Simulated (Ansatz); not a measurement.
# Lattice dynamics of SiTe2 monolayer (1T), part 3 of 3

How does SiTe2 monolayer (1T) vibrate, and is this structure a minimum?

Ansatz 0.2.0; DFT LDA, scalar-relativistic, plane waves, PAW.

So far. Step 3 (Relaxing to small forces for the phonons): The largest force component left is 0.017 meV/Å, within the tolerances set. Step 4 (Linear response at the zone centre): Before it was imposed, the acoustic sum rule was missed by 3.1e-5 eV/Å². Small misses are needed for a sound result but don't prove that mesh and cutoff are converged. The lowest optical mode is real, 84.0 cm⁻¹.

**5. Phonons on a q mesh (continued)**

The partial phonon density of states has structure finer than the step of the table below, so its rows give means over 10 cm⁻¹, whole bins alone (the curve runs from -10 to 335 cm⁻¹). Peaks (cm⁻¹: height): Si 239.7: 0.0577, 254.9: 0.0463, 274.5: 0.0227, 296.2: 0.0331; Te 57.3: 0.0666, 87.7: 0.0806, 98.6: 0.0930, 113.8: 0.128.

Phonopy on the run's constants, 17x17x1 mesh, Gaussian sigma 2.5 cm-1. Interpolated from a 6×6×1 q mesh. Partial phonon density of states against wavenumber; means over each step; values in 1/cm⁻¹/cell:

| wavenumber (cm⁻¹) | Si | Te |
| --- | --- | --- |
| 0 | 4.4e-4 | 0.00389 |
| 10 | 0.00137 | 0.0113 |
| 20 | 0.00157 | 0.0129 |
| 30 | 0.00163 | 0.0137 |
| 40 | 0.00202 | 0.0185 |
| 50 | 0.00368 | 0.0383 |
| 60 | 0.00443 | 0.0495 |
| 70 | 0.00161 | 0.0247 |
| 80 | 9.4e-4 | 0.0399 |
| 90 | 9.9e-4 | 0.0722 |
| 100 | 1.0e-3 | 0.0841 |
| 110 | 0.00158 | 0.0913 |
| 120 | 8.8e-4 | 0.0642 |
| 130 | 3.4e-4 | 0.0331 |
| 140 | 8.4e-5 | 0.0154 |
| 150 | 7.8e-6 | 0.00433 |
| 160 | 0 | 1.6e-5 |
| 170 | 0 | 0 |
| 180 | 0 | 0 |
| 190 | 4.5e-7 | 0 |
| 200 | 8.4e-4 | 9.2e-5 |
| 210 | 0.00682 | 7.4e-4 |
| 220 | 0.0145 | 0.00145 |
| 230 | 0.0333 | 0.00299 |
| 240 | 0.0466 | 0.00402 |
| 250 | 0.0373 | 0.00381 |
| 260 | 0.0344 | 0.00333 |
| 270 | 0.0177 | 0.00170 |
| 280 | 0.0152 | 0.00123 |
| 290 | 0.0216 | 0.00120 |
| 300 | 0.0270 | 0.00121 |
| 310 | 0.0185 | 6.9e-4 |
| 320 | 0.00368 | 1.4e-4 |
| 330 | 8.0e-7 | 0 |

Harmonic thermodynamic functions per atom, from the density of states. Interpolated from a 6×6×1 q mesh. Thermodynamic functions, by row:

| T (K) | F_vib (meV/atom) | S (J/mol-atom/K) | C_V (J/mol-atom/K) |
| --- | --- | --- | --- |
| 0 | 26.94 | 0 | 0 |
| 100 | 19.11 | 16.9 | 17.34 |
| 200 | -6.16 | 30.82 | 22.27 |
| 300 | -43.22 | 40.16 | 23.65 |
| 400 | -88.58 | 47.05 | 24.19 |
| 500 | -140.3 | 52.48 | 24.45 |
| 600 | -197 | 56.95 | 24.59 |
| 700 | -258.1 | 60.75 | 24.68 |
| 800 | -322.8 | 64.05 | 24.74 |
| 900 | -390.7 | 66.97 | 24.78 |
| 1000 | -461.5 | 69.58 | 24.81 |

Symmetry leaves 7 wavevectors to solve. The lowest mode among them, the acoustic zeros apart, lies at q = (0, 0.167, 0) and is real, 11.1 cm⁻¹.

**6. Another isotope, element Si, natural mass 28.085 amu**

An isotope changes the mass and not the force constants, so no new electronic calculation is needed; the shifts show which modes move this element.

The same force constants with the mass of Si changed from 28.085 to 29.974 u (phonopy, no LO-TO term). Both lists are sorted by frequency; levels can cross, so a row need not hold one and the same mode. Modes under 3 cm⁻¹ are left out. Isotope shifts, by row:

| q | rank | natural mass (cm⁻¹) | changed mass (cm⁻¹) |
| --- | --- | --- | --- |
| 0 0 0 | 4 | 83.98 | 83.98 |
| 0 0 0 | 5 | 83.98 | 83.98 |
| 0 0 0 | 6 | 149.8 | 149.8 |
| 0 0 0 | 7 | 204.1 | 198.2 |
| 0 0 0 | 8 | 204.1 | 198.2 |
| 0 0 0 | 9 | 301.5 | 292.8 |
| 0 0.1667 0 | 1 | 11.13 | 11.09 |
| 0 0.1667 0 | 2 | 31.12 | 31.02 |
| 0 0.1667 0 | 3 | 61.74 | 61.64 |
| 0 0.1667 0 | 4 | 87.2 | 87.19 |
| 0 0.1667 0 | 5 | 103 | 102.9 |
| 0 0.1667 0 | 6 | 139.9 | 139.9 |
| 0 0.1667 0 | 7 | 219.7 | 213.3 |
| 0 0.1667 0 | 8 | 243.3 | 236 |
| 0 0.1667 0 | 9 | 275.5 | 267.7 |
| 0 0.3333 0 | 1 | 44.07 | 43.89 |
| 0 0.3333 0 | 2 | 49.28 | 49.14 |
| 0 0.3333 0 | 3 | 78.99 | 78.98 |
| 0 0.3333 0 | 4 | 90.57 | 90.54 |
| 0 0.3333 0 | 5 | 115.1 | 115 |
| 0 0.3333 0 | 6 | 128.1 | 128.1 |
| 0 0.3333 0 | 7 | 232 | 225.2 |
| 0 0.3333 0 | 8 | 252.2 | 245 |
| 0 0.3333 0 | 9 | 296.6 | 287.6 |
| 0 -0.5 0 | 1 | 55.01 | 54.87 |
| 0 -0.5 0 | 2 | 67.48 | 67.2 |
| 0 -0.5 0 | 3 | 86.15 | 86.15 |
| 0 -0.5 0 | 4 | 102.6 | 102.6 |
| 0 -0.5 0 | 5 | 116 | 115.9 |
| 0 -0.5 0 | 6 | 123.7 | 123.7 |
| 0 -0.5 0 | 7 | 240.1 | 232.9 |
| 0 -0.5 0 | 8 | 249.2 | 242.1 |
| 0 -0.5 0 | 9 | 316.5 | 306.8 |

A mode of this element alone would shift by -3.20 %. The highest zone-centre frequency without the field goes from 301.5 to 292.8 cm⁻¹ (-2.9 %). The product of the frequency ratios over all optical modes at Γ is 0.916; the product rule, (m/m′)^(3k/2) (M′/M)^(3/2) with k = 1 such atoms and M the mass of the cell, gives 0.916.

**7. Isotope substitution, element Te, natural mass 127.6 amu**

The same for Te, from 127.60 to 129.91 u.

The same force constants with the mass of Te changed from 127.600 to 129.906 u (phonopy, no LO-TO term). Both lists are sorted by frequency; levels can cross, so a row need not hold one and the same mode. Modes under 3 cm⁻¹ are left out. Isotope shifts, by row:

| q | rank | natural mass (cm⁻¹) | changed mass (cm⁻¹) |
| --- | --- | --- | --- |
| 0 0 0 | 4 | 83.98 | 83.23 |
| 0 0 0 | 5 | 83.98 | 83.23 |
| 0 0 0 | 6 | 149.8 | 148.5 |
| 0 0 0 | 7 | 204.1 | 203.9 |
| 0 0 0 | 8 | 204.1 | 203.9 |
| 0 0 0 | 9 | 301.5 | 301.2 |
| 0 0.1667 0 | 1 | 11.13 | 11.04 |
| 0 0.1667 0 | 2 | 31.12 | 30.87 |
| 0 0.1667 0 | 3 | 61.74 | 61.22 |
| 0 0.1667 0 | 4 | 87.2 | 86.42 |
| 0 0.1667 0 | 5 | 103 | 102 |
| 0 0.1667 0 | 6 | 139.9 | 138.7 |
| 0 0.1667 0 | 7 | 219.7 | 219.5 |
| 0 0.1667 0 | 8 | 243.3 | 243.2 |
| 0 0.1667 0 | 9 | 275.5 | 275.2 |
| 0 0.3333 0 | 1 | 44.07 | 43.72 |
| 0 0.3333 0 | 2 | 49.28 | 48.87 |
| 0 0.3333 0 | 3 | 78.99 | 78.29 |
| 0 0.3333 0 | 4 | 90.57 | 89.77 |
| 0 0.3333 0 | 5 | 115.1 | 114 |
| 0 0.3333 0 | 6 | 128.1 | 127 |
| 0 0.3333 0 | 7 | 232 | 231.8 |
| 0 0.3333 0 | 8 | 252.2 | 251.9 |
| 0 0.3333 0 | 9 | 296.6 | 296.5 |
| 0 -0.5 0 | 1 | 55.01 | 54.55 |
| 0 -0.5 0 | 2 | 67.48 | 66.95 |
| 0 -0.5 0 | 3 | 86.15 | 85.38 |
| 0 -0.5 0 | 4 | 102.6 | 101.7 |
| 0 -0.5 0 | 5 | 116 | 114.9 |
| 0 -0.5 0 | 6 | 123.7 | 122.6 |
| 0 -0.5 0 | 7 | 240.1 | 239.9 |
| 0 -0.5 0 | 8 | 249.2 | 249 |
| 0 -0.5 0 | 9 | 316.5 | 316.4 |

A mode of this element alone would shift by -0.89 %. The highest zone-centre frequency without the field goes from 301.5 to 301.2 cm⁻¹ (-0.1 %). The product of the frequency ratios over all optical modes at Γ is 0.971; the product rule, (m/m′)^(3k/2) (M′/M)^(3/2) with k = 2 such atoms and M the mass of the cell, gives 0.971.

**8. Outcome**

| Quantity | Value |
| --- | --- |
| space group after relaxation (within 0.01 Å) | P-3m1 |
| area per atom | 3.98 Å² |
| electronic character | no gap on this mesh |
| highest optical mode at the zone centre (no LO-TO term) | 302 cm⁻¹ |
| lowest optical zone-centre mode | 84.0 cm⁻¹ |
| lowest mode on the q mesh (acoustic modes at Γ apart) | 11.1 cm⁻¹ |
| highest frequency on the path or at a solved wavevector | 317 cm⁻¹ |
| zero-point energy per atom | 26.9 meV |
| heat capacity at 300 K | 23.7 J/(mol atoms K) |
| vibrational entropy at 300 K | 40.2 J/(mol atoms K) |
| imaginary modes on the 6×6×1 q mesh | none |

What this shows: The structure is a minimum as far as tested: no mode is imaginary at the 7 irreducible wavevectors of the 6×6×1 mesh, and the softest away from the acoustic zeros lies at 11 cm⁻¹. The optical modes at Γ span 84 to 302 cm⁻¹. The highest mode in this list at Γ, 301.5 cm⁻¹, is mostly motion of Si (90 % of the kinetic energy). On the path and the mesh, the widest gap between branches runs from 150 to 204 cm⁻¹. With no gap, or one that is small against the smearing, the frequencies hang on the k mesh and the smearing, most of all near Kohn anomalies. In a sheet or slab the interpolated bending branch near Γ is rough, since the rotational sum rule isn't imposed. Spin-orbit coupling is left out, which can matter for the heavy elements here. A phonon run warned that its eigensolver left some bands unconverged in a pass. The starting cell was built on a prototype and not taken from a measurement. These are harmonic frequencies at zero temperature: anharmonic shifts, linewidths and thermal expansion are left out.

[Hosts, paths, dates, database ids (printed as entryN), source tags and the programs' standing remarks are cut or masked in the printed files.]
